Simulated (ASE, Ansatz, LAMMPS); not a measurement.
## Convergence of a linear-scaling basis for (7,0) carbon nanotube in a second wall (183 atoms)

Wanted: errors and times of a linear-scaling basis for (7,0) carbon nanotube in a second wall (183 atoms). A setting counts as converged where the r.m.s. difference of forces stays under 1 % of the r.m.s. force.

Main program and level: Ansatz 0.2.0; Kohn-Sham DFT, PBE+D3(BJ), PAW (set soft_2), plane waves.

### Step 1. Starting point

The cell holds 183 atoms: 183 C. Its edges and angles: a = 21.529 Å, b = 21.529 Å, c = 8.365 Å, α = 90.0°, β = 90.0°, γ = 90.0°. It derives from C (graphene). Graphene sheet (a = 2.46 Å) rolled into a (7,0) tube of diameter 5.48 Å inside an (16, 0) tube, 2 periods, 9 Å of vacuum, one C removed; minimised with a classical potential (one cell length free). Regions: inner wall, 56 atoms (56 C); outer wall, 127 atoms (127 C). Vacuum lies along a and b. The structure repeats along c.

Limits known from the start: Beside vacuum, support functions can miss their usual error bounds without a warning.

### Step 2. How the cell was made

A minimisation with a classical potential prepares the built cell.

This step: classical potential: AIREBO (Stuart, Tutein and Harrison, J. Chem. Phys. 112, 6472 (2000)) (LAMMPS stable Jul 2025 - Update 4).

Contents of in.lammps:

```
units metal
atom_style atomic
boundary p p p
atom_modify map array
read_data structure.data
pair_style airebo 3.0 1 1
pair_coeff * * CH.airebo C
thermo_style custom step temp pe press lx ly lz fmax
thermo 200
min_style cg
minimize 0 1e-4 3000 30000
fix box all box/relax z 0.0 vmax 0.001
minimize 0 1e-4 3000 30000
unfix box
minimize 0 1e-4 2000 20000
write_data relaxed.data nocoeff
```

The run is started by

```bash
> lmp -in in.lammps -log log.lammps -screen none -nocite
```

Numbers of over 12 decimals in the logs are rounded to 6 here.

Log:

```text
LAMMPS (22 Jul 2025 - Update 4)
  183 atoms
   Step          Temp          PotEng         Press            Lx             Ly             Lz            Fmax     
         0   0             -1339.6959     -34595.397      21.528677      21.528677      8.52169        2.0611705    
       200   0             -1341.5712     -24417.245      21.528677      21.528677      8.52169        0.0010065322 
       400   0             -1341.5714     -24411.591      21.528677      21.528677      8.52169        0.0018901661 
       600   0             -1341.5734     -24406.633      21.528677      21.528677      8.52169        0.021571804  
       800   0             -1341.5962     -24383.807      21.528677      21.528677      8.52169        0.0074821152 
      1000   0             -1341.6008     -24396.078      21.528677      21.528677      8.52169        0.0028265622 
      1200   0             -1341.6049     -24391.963      21.528677      21.528677      8.52169        0.0021544553 
[... 22 lines left out ...]
Loop time of 25.8763 on 1 procs for 1114 steps with 183 atoms
Minimization stats:
  Stopping criterion = force tolerance
  Energy initial, next-to-last, final = 
     -1341.60497748087  -1343.26289690298  -1343.26289690303
  Force two-norm initial, final = 180.29331 9.4770522e-05
  Force max component initial, final = 180.29331 2.3694275e-05
  Iterations, force evaluations = 1114 2211
   Step          Temp          PotEng         Press            Lx             Ly             Lz            Fmax     
      3310   0             -1343.2629     -10.038059      21.528677      21.528677      8.3650944      1.5987303e-05
      3311   0             -1343.2629     -10.038597      21.528677      21.528677      8.3650944      1.604191e-05 
Loop time of 0.0217663 on 1 procs for 1 steps with 183 atoms
Minimization stats:
  Stopping criterion = force tolerance
  Energy initial, next-to-last, final = 
     -1343.26289690303  -1343.26289690303  -1343.26289690313
  Force two-norm initial, final = 9.1760739e-05 7.8706075e-05
  Force max component initial, final = 1.5987303e-05 1.604191e-05
  Iterations, force evaluations = 1 2
```

Wall time 85 s (1 thread of Intel Xeon at 2.80GHz (Skylake/Cascade Lake), shared host).

### Step 3. Plane-wave single point

The first run fixes the reference, at a cutoff of 420 eV.

Contents of input.yaml:

```yaml
crystal:
  lattice:
    - [21.52868, 0.0, 0.0]
    - [0.0, 21.52868, 0.0]
    - [0.0, 0.0, 8.36509]
  atoms:
    - { symbol: C, position: [0.62688, 0.47032, 0.2615] }
    - { symbol: C, position: [0.62763, 0.52782, 0.17991] }
    - { symbol: C, position: [0.60299, 0.57978, 0.2615] }
    - { symbol: C, position: [0.55806, 0.61565, 0.17989] }
    - { symbol: C, position: [0.62764, 0.52782, 0.51149] }
    - { symbol: C, position: [0.60299, 0.57978, 0.42991] }
    - { symbol: C, position: [0.50205, 0.62845, 0.26156] }
    - { symbol: C, position: [0.44598, 0.61604, 0.17984] }
    - { symbol: C, position: [0.55806, 0.61565, 0.51152] }
    - { symbol: C, position: [0.50205, 0.62842, 0.42986] }
    - { symbol: C, position: [0.40049, 0.581, 0.26156] }
    - { symbol: C, position: [0.37431, 0.52985, 0.17991] }
    - { symbol: C, position: [0.44599, 0.61597, 0.51158] }
    - { symbol: C, position: [0.40047, 0.58098, 0.42985] }
    - { symbol: C, position: [0.37327, 0.47232, 0.26144] }
    - { symbol: C, position: [0.3982, 0.42046, 0.17991] }
    - { symbol: C, position: [0.37419, 0.52985, 0.51148] }
    - { symbol: C, position: [0.37318, 0.4723, 0.42995] }
    - { symbol: C, position: [0.4433, 0.38487, 0.26156] }
    - { symbol: C, position: [0.49926, 0.37196, 0.17984] }
    - { symbol: C, position: [0.39809, 0.42041, 0.51148] }
    - { symbol: C, position: [0.44328, 0.38488, 0.42985] }
    - { symbol: C, position: [0.5554, 0.38403, 0.26156] }
    - { symbol: C, position: [0.60099, 0.41899, 0.17989] }
    - { symbol: C, position: [0.49924, 0.37202, 0.51158] }
    - { symbol: C, position: [0.55538, 0.38405, 0.42986] }
    - { symbol: C, position: [0.60099, 0.419, 0.51152] }
    - { symbol: C, position: [0.62689, 0.47032, 0.42991] }
    - { symbol: C, position: [0.78925, 0.50476, 0.13768] }
    - { symbol: C, position: [0.78291, 0.5608, 0.0546] }
    - { symbol: C, position: [0.76564, 0.61449, 0.13768] }
    - { symbol: C, position: [0.7382, 0.66376, 0.0546] }
    [... 145 atom lines left out ...]
    - { symbol: C, position: [0.76887, 0.39438, 0.63768] }
    - { symbol: C, position: [0.7845, 0.44857, 0.5546] }
    - { symbol: C, position: [0.7429, 0.34432, 0.88768] }
    - { symbol: C, position: [0.7689, 0.39437, 0.8046] }
    - { symbol: C, position: [0.78456, 0.44855, 0.88768] }
    - { symbol: C, position: [0.78924, 0.50476, 0.8046] }
kpoints:
  mp_grid: { grid: [1, 1, 2] }
hamiltonian:
  xc: pbe
  dispersion: d3bj
scf:
  occupations: { method: fermi_dirac, width: 0.05 }
output:
  forces: true
  populations: true
  dos:
    method: { smearing: { sigma: 0.15 } }
    de: 0.1
    projected:
      site_lists:
        C: [C]
        inner_wall: [0, 1, 2, 3, 4, 5, 6, 7, 8, 9, 10, 11, 12, 13, 14, 15, 16, 17, 18, 19, 20, 21, 22, 23, 24, 25, 26, 27, 92, 93, 94, 95, 96, 97, 98, 99, 100, 101, 102, 103, 104, 105, 106, 107, 108, 109, 110, 111, 112, 113, 114, 115, 116, 117, 118, 119]
  eigenvalues: true
  write_density: true
  write_potential: true
  volumetric_format: npy
```

The run is started by

```bash
> ansatz run input.yaml --threads 8 --pin off --max-ram 15872MiB --backend cpu --events-out ev --progress --plain --runs-dir out
```

Log:

```text
Engine: ansatz 0.2.0, aarch64-unknown-linux-gnu
Pseudopotentials: kind: paw
Pseudopotential: C, paw, valence charge 4, recommended cutoff 420 eV (normal), C.paw.azcp
Functional definition: PBE
  parameter kappa = 0.804
  parameter beta = 0.066725
  exchange = pbe_x(kappa = kappa, mu = beta*pi^2/3)
  correlation = pbe_c(beta = beta)
Crystal: 183 atoms, lattice volume = 3877.086 Å³
Basis set: ecut = 420 eV, 75731 PW (Γ), exchange–correlation on 288×288×120 points (8 copies of the dense FFT grid, shifted against one another)
Bands: 549, of which v1, the nominal top of the filled ones, is band 366 counted from 1 (365 counted from 0)
Symmetry: 1 space group operations
Space group: P1 (ITA 1), of the structure as read, at distance tolerance 1.6e-4 Å
k-points: 2
Non-local potential: C, projectors of the file, l = 0: 2, l = 1: 2, l = 2: 1
PAW form: soft (Blöchl's): semilocal exchange-correlation on the pseudo side does not see the compensation charge
PAW one-centre angular grid: C, 110 points (default); XC on 64 Gauss nodes
Initial density: superposition of atomic densities (neutral atoms: chi_scale 0, normalization atom), corrected by the library's trained network
Initial wavefunctions: pseudopotential atomic-orbital guess
Functional: x = pbe(κ = 0.804, μ = 0.219515), c = pbe(β = 0.066725)
SCF iter   1: F=—  HF=-45908.867972 eV  |F-HF|=—  |Δ(HF+E_count)|=         —  Δρ=6.25e-3  dr2=5.30e0  ethr=1.77e-3  ⟨swp⟩=7.0  Hψ=5622  notcnv=0  defer=295
preconditioner: auto → LDOS  [insulator: Δε(μ)=0.161 eV  Ē_g=14.975 eV  σ=0.050 eV  W_gap=0.67  n_scr=572 (ndim 8)  ℏωp=16.1 eV  f_vac=0.573  D(μ)=11.78/eV (n_scr^D=20)  ε∞_Penn≈2.2  β→1.0]
SCF iter   2: F=—  HF=-45908.924381 eV  |F-HF|=—  |Δ(HF+E_count)|=   5.64e-2  Δρ=2.87e-3  dr2=1.63e0  ethr=7.24e-4  ⟨swp⟩=2.0  Hψ=1603  notcnv=0  defer=331
SCF iter   3: F=—  HF=-45908.743468 eV  |F-HF|=—  |Δ(HF+E_count)|=   1.81e-1  Δρ=1.04e-3  dr2=1.56e-1  ethr=2.22e-4  ⟨swp⟩=2.5  Hψ=1346  notcnv=0  defer=331
SCF iter   4: F=—  HF=-45908.725047 eV  |F-HF|=—  |Δ(HF+E_count)|=   1.84e-2  Δρ=2.60e-4  dr2=5.15e-3  ethr=2.13e-5  ⟨swp⟩=2.0  Hψ=1325  notcnv=0  defer=331
SCF iter   5: F=—  HF=-45908.726076 eV  |F-HF|=—  |Δ(HF+E_count)|=   1.03e-3  Δρ=1.32e-4  dr2=9.87e-4  ethr=7.04e-7  ⟨swp⟩=2.0  Hψ=1441  notcnv=0  defer=331
SCF iter   6: F=—  HF=-45908.726292 eV  |F-HF|=—  |Δ(HF+E_count)|=   2.16e-4  Δρ=8.90e-5  dr2=4.94e-4  ethr=1.35e-7  ⟨swp⟩=2.0  Hψ=1275  notcnv=0  defer=331
SCF iter   7: F=—  HF=-45908.726363 eV  |F-HF|=—  |Δ(HF+E_count)|=   7.07e-5  Δρ=4.24e-5  dr2=1.04e-4  ethr=6.74e-8  ⟨swp⟩=2.0  Hψ=957  notcnv=0  defer=331
SCF iter   8: F=—  HF=-45908.726380 eV  |F-HF|=—  |Δ(HF+E_count)|=   1.70e-5  Δρ=2.30e-5  dr2=2.65e-5  ethr=1.42e-8  ⟨swp⟩=2.0  Hψ=1441  notcnv=0  defer=331
SCF iter   9: F=—  HF=-45908.727062 eV  |F-HF|=—  |Δ(HF+E_count)|=   6.82e-4  Δρ=7.70e-6  dr2=3.47e-6  ethr=3.62e-9  ⟨swp⟩=2.0  Hψ=1770  notcnv=0  defer=331
SCF iter  10: F=—  HF=-45908.727068 eV  |F-HF|=—  |Δ(HF+E_count)|=   6.32e-6  Δρ=3.00e-6  dr2=5.16e-7  ethr=4.74e-10  ⟨swp⟩=2.0  Hψ=1277  notcnv=0  defer=331
SCF iter  11: F=—  HF=-45908.727070 eV  |F-HF|=—  |Δ(HF+E_count)|=   1.97e-6  Δρ=1.40e-6  dr2=1.09e-7  ethr=1.37e-11  ⟨swp⟩=38.0  Hψ=13466  notcnv=0
SCF iter  12: F=-45908.727070 eV  HF=-45908.727070 eV  |F-HF|=1.74e-7  |Δ(HF+E_count)|=   2.25e-7  Δρ=6.03e-7  dr2=1.88e-8  ethr=1.37e-11  ⟨swp⟩=12.5  Hψ=7332  notcnv=0
SCF 1 converged in 12 iterations: F = -45908.727070 eV  dr2 = 1.88e-8
  greatest PAW one-centre occupation: 0.689 electrons in one spin orbital (limit 2), on the C atom at site 63 (counted from 0), in its partial waves of l = 0
WARN: The output density's exchange-correlation potential varies sharply where the density is thin. Do not read a vacuum level from v_tot or v_xc, or from such a field of the output density. On a cell that repeats whose density bears no net charge and no dipole along the vacuum's axis use v_es (v_loc + v_h of the components); [...]
SCF converged after 12 iterations
Free energy (F): -45908.727070 eV
Harris-Foulkes:  -45908.727070 eV  (|F-HF|=1.74e-7)
Internal energy: -45908.587962 eV  (E = F + TS)
E sigma→0 (E₀):  -45908.657516 eV
Entropy (-TS):   -0.139108 eV (-0.760 meV/atom)
Fermi energy:    0.305813 eV
--- Per-component energies (eV) ---
  E_band       = -6488.010443
  E_kinetic    = 16868.482469
  E_local      = -346079.458241  (includes V_loc(G=0)·N_el)
  E_nonlocal   = 5060.136472
  E_hartree    = 164939.872452
  E_xc         = -8838.148745
  E_vxc        = -10945.392427  (∫ρ·V_xc dr)
  E_paw        = -18201.801472  (= ΣΔE_a)
  E_vpaw       = -1271.538224  (= ΣTr[D̂ρ^β])
  E_aug_tail   = 0.001629  (compensation charges beyond the density's cutoff)
  E_ewald      = 140364.283916
  E_disp       = -21.956442  (pairwise vdW)
  E_smearing   = -0.139108  (= −TS)
  E_closure    = 0.000000  (closes the sum)
  Σ components = -45908.727070   (vs F -45908.727070, Δ=0.00e0)
--- Forces (eV/Å), atoms counted from 1 ---
  atom   1  C      0.24226684    -0.05330198     0.67167919
  atom   2  C      0.23713090     0.05254868    -0.67949479
  atom   3  C      0.19445827     0.14928393     0.67193683
  atom   4  C      0.11695252     0.22439569    -0.64652375
  atom   5  C      0.24591173     0.05780891     0.68403772
  atom   6  C      0.20326739     0.14721182    -0.67331113
  atom   7  C      0.00668823     0.25465023     0.60991257
  atom   8  C     -0.10536768     0.23230006    -0.58846091
  atom   9  C      0.12668403     0.21404291     0.64657074
  atom  10  C      0.00358276     0.25360232    -0.61355426
  atom  11  C     -0.20389926     0.14895863     0.60422402
  atom  12  C     -0.23548690     0.04888727    -0.67548866
  atom  13  C     -0.11457442     0.22705214     0.58412548
  atom  14  C     -0.20434903     0.13211544    -0.59964383
[...]
atom 182  C      0.19966819    -0.01041592    -0.03523279
  atom 183  C      0.20098988    -0.05200645     0.00830271
  max |Σ_I F_I| component: 6.10e-5 eV/Å
--- Band table (eV) ---
  k-point 0: bands = ["-19.6832", "-19.5659", "-19.5450", "-19.4690", [... 533 levels ...], "8.4975", "8.5415", "8.5543", "8.5649", "8.5757", "8.5997", "8.6026", "8.6054", "8.6194", "8.6209", "8.6656", "8.6772"]
  k-point 1: bands = ["-19.3015", "-19.2936", "-19.1840", "-19.1822", [... 533 levels ...], "8.7334", "8.7378", "8.7469", "8.7523", "8.7634", "8.7823", "8.7946", "8.8052", "8.8153", "8.8269", "8.8295", "8.8447"]
--- Löwdin populations: 183 sites ---
  site symbol       q [e]
     0      C      3.9696
     1      C      3.9697
     2      C      3.9697
[...]
182      C      3.9544
  spilling = 0.010044 (of n_electrons = 732.000000)
```

Run time: 3.2 min. Hardware: 8 threads of Arm Neoverse V2, shared host; peak memory 12 GiB.

The program notes that it cut back its work space to fit the memory limit and the exchange-correlation potential is rough where the density is thin.

The run gave:

| Quantity | Value |
| --- | --- |
| free energy | -45908.7271 eV |
| free energy per atom | -250.8674 eV/atom |
| SCF cycles | 12 |
| r.m.s. force component | 0.3724 eV/Å |
| longest force | 2.2 eV/Å |
| Fermi energy | 0.3058 eV |
| levels partly filled by over 2 per cent | 6 |
| spilling of the projection | 0.01004 |

Neighbours are counted within 1.82 Å (C-C).

Length of the force by element and coordination:

```csv
element,coordination,atoms,mean length of the force (eV/Å),spread,least,most
C,all,183,0.480,0.431,0.0954,2.20
C,2,3,1.84,0.053,1.77,1.88
C,3,180,0.458,0.396,0.0954,2.20
```

The mean of these charges, 0.040 e, is only the charge that the projection spills.

Löwdin charges by element and coordination (they lack the spilled electrons, 0.040 e an atom on average):

| element | coordination | atoms | mean charge (e) | spread | least | most |
| --- | --- | --- | --- | --- | --- | --- |
| C | all | 183 | 0.0402 | 0.0085 | 0 | 0.057 |
| C | 2 | 3 | 0.0038 | 0.0027 | 0 | 0.0059 |
| C | 3 | 180 | 0.0408 | 0.0071 | 0.0303 | 0.057 |

By region:

```
    region  atoms  mean length of the force (eV/Å)
inner wall     56                             0.69
outer wall    127                            0.388
```

Density of states as counts of states in windows of 1 eV (from the Fermi level), total and the larger projections:

| from (eV) | to (eV) | total | C p | inner wall | C s |
| --- | --- | --- | --- | --- | --- |
| -14 | -13 | 24.5 | 14.6 | 7.6 | 9.6 |
| -13 | -12 | 33.8 | 22.3 | 11.5 | 11.1 |
| -12 | -11 | 18.5 | 12.3 | 4.3 | 6.0 |
| -11 | -10 | 44.6 | 33.0 | 13.7 | 11.1 |
| -10 | -9 | 28.8 | 23.6 | 9.7 | 4.8 |
| -9 | -8 | 39.1 | 33.8 | 10.9 | 4.8 |
| -8 | -7 | 64.1 | 57.5 | 19.9 | 5.7 |
| -7 | -6 | 86.4 | 82.5 | 26.0 | 3.2 |
| -6 | -5 | 50.6 | 48.6 | 14.4 | 1.6 |
| -5 | -4 | 53.6 | 52.2 | 15.4 | 1.2 |
| -4 | -3 | 52.7 | 52.0 | 18.7 | 0.5 |
| -3 | -2 | 35.7 | 35.3 | 10.0 | 0.3 |
| -2 | -1 | 23.0 | 22.8 | 8.0 | 0.2 |
| -1 | 0 | 10.3 | 9.9 | 3.2 | 0.2 |
| 0 | 1 | 12.7 | 11.9 | 4.5 | 0.6 |
| 1 | 2 | 24.6 | 23.3 | 5.9 | 0.5 |
| 2 | 3 | 30.5 | 28.9 | 13.2 | 0.4 |
| 3 | 4 | 35.7 | 28.1 | 5.2 | 0.9 |
| 4 | 5 | 42.2 | 18.9 | 10.1 | 0.6 |

Between -21 and -14 eV lie 167 more states.

The levels nearest the highest filled one (over half full), pooled over k-points and spins:

| level less the highest filled one (eV) | occupation |
| --- | --- |
| -0.378 | 2 |
| -0.246 | 2.00 |
| -0.240 | 2.00 |
| -0.162 | 1.99 |
| -0.0274 | 1.91 |
| 0 | 1.85 |
| 0.147 | 0.78 |
| 0.163 | 0.642 |
| 0.175 | 0.535 |
| 0.213 | 0.295 |
| 0.618 | 0 |
| 0.676 | 0 |

Electrostatic potential energy in the cb plane at fractional x = 0.395, with atoms of C within 0.2 Å of it. With pseudopotentials it is smooth inside the atoms' cores, unlike the true potential.

Values in eV, 13 rows by 16 columns, each cell a mean:
```
  5   5   5   5   5   5   5   5   5   5   5   5   5   5   5   5
  5   5   5   5   5   5   5   5   5   5   5   5   5   5   5   5
  1  -7 -15  -5 -11 -13  -1   2   1  -7 -15  -5 -11 -13  -1   2
  1 -10 -20  -8 -15 -17  -2   2   1 -10 -20  -8 -15 -17  -2   2
  3   3   3   2   2   3   2   2   3   3   3   2   2   3   2   2
-14  -3  -8 -27 -38 -16 -30 -37 -14  -3  -7 -27 -38 -16 -30 -37
-15  -5 -10 -19 -18  -5 -12 -20 -15  -4 -10 -19 -18  -5 -13 -20
-39 -17 -31 -35 -10  -1  -4 -24 -39 -17 -31 -35 -10  -1  -4 -24
  3   3   3   3   3   3   3   3   3   3   3   3   3   3   3   3
  0 -15 -27 -12 -22 -24  -4   1   0 -15 -27 -12 -22 -24  -4   1
  2  -3 -10  -2  -7  -8   1   3   2  -3  -9  -2  -6  -7   1   3
  5   5   5   5   5   5   5   5   5   5   5   5   5   5   5   5
  5   5   5   5   5   5   5   5   5   5   5   5   5   5   5   5
```
Columns run along c (8.4 Å; values clipped at the 3rd and 97th percentile), rows up along b (21.5 Å). Atoms in or near the plane, at fractional coordinates: C at (0.26, 0.58), C at (0.43, 0.58), C at (0.18, 0.42), C at (0.51, 0.42), C at (0.14, 0.76), C at (0.30, 0.76), C at (0.14, 0.24), C at (0.30, 0.24), C at (0.76, 0.58), C at (0.93, 0.58), C at (0.68, 0.42), C at (0.01, 0.42), C at (0.64, 0.76), C at (0.80, 0.76) and more.

Valence density in the cb plane at fractional x = 0.395, with atoms of C within 0.2 Å of it. It is the smooth field of the valence electrons, not physical close to the nuclei.

Values in e/Å³, 13 rows by 16 columns, each cell a mean:
```
0.0 0.0 0.0 0.0 0.0 0.0 0.0 0.0 0.0 0.0 0.0 0.0 0.0 0.0 0.0 0.0
0.0 0.0 0.0 0.0 0.0 0.0 0.0 0.0 0.0 0.0 0.0 0.0 0.0 0.0 0.0 0.0
0.2 0.6 0.7 0.6 0.6 0.7 0.4 0.2 0.2 0.6 0.7 0.6 0.6 0.7 0.4 0.2
0.2 0.6 0.8 0.7 0.8 0.7 0.4 0.1 0.2 0.6 0.8 0.7 0.8 0.7 0.4 0.1
0.1 0.1 0.1 0.2 0.2 0.1 0.2 0.2 0.1 0.1 0.1 0.2 0.2 0.1 0.2 0.2
0.9 0.4 0.6 1.4 1.4 1.2 1.3 1.6 0.9 0.4 0.6 1.4 1.4 1.2 1.3 1.6
0.9 0.6 0.7 1.1 0.9 0.6 0.8 1.1 0.9 0.6 0.7 1.1 0.9 0.6 0.8 1.1
1.4 1.2 1.3 1.5 0.8 0.3 0.5 1.3 1.4 1.2 1.3 1.5 0.8 0.3 0.5 1.3
0.1 0.1 0.1 0.1 0.1 0.1 0.1 0.1 0.1 0.1 0.1 0.1 0.1 0.1 0.1 0.1
0.3 0.8 1.0 1.0 1.0 1.0 0.5 0.2 0.3 0.8 1.0 1.0 1.0 1.0 0.5 0.2
0.1 0.4 0.5 0.4 0.4 0.5 0.2 0.1 0.1 0.4 0.5 0.4 0.4 0.5 0.2 0.1
0.0 0.0 0.0 0.0 0.0 0.0 0.0 0.0 0.0 0.0 0.0 0.0 0.0 0.0 0.0 0.0
0.0 0.0 0.0 0.0 0.0 0.0 0.0 0.0 0.0 0.0 0.0 0.0 0.0 0.0 0.0 0.0
```
Columns run along c (8.4 Å), rows up along b (21.5 Å). Atoms in or near the plane, at fractional coordinates: C at (0.26, 0.58), C at (0.43, 0.58), C at (0.18, 0.42), C at (0.51, 0.42), C at (0.14, 0.76), C at (0.30, 0.76), C at (0.14, 0.24), C at (0.30, 0.24), C at (0.76, 0.58), C at (0.93, 0.58), C at (0.68, 0.42), C at (0.01, 0.42), C at (0.64, 0.76), C at (0.80, 0.76) and more.

Löwdin charges run from +0.00 to +0.06 e, about a mean that is the spilled charge alone. Within 0.4 eV of the Fermi level the largest share is C p (95 % of the projected weight).

(Continued in part 2 of 2.)

[Logs are printed without paths, hosts, clocks, repeated set-up lines and the standing remarks that a program may print on its own settings, such as how far it seeks lower states.]

[Hosts, paths, dates, database ids (printed as entryN), source tags and the programs' standing remarks are cut or masked in the printed files.]
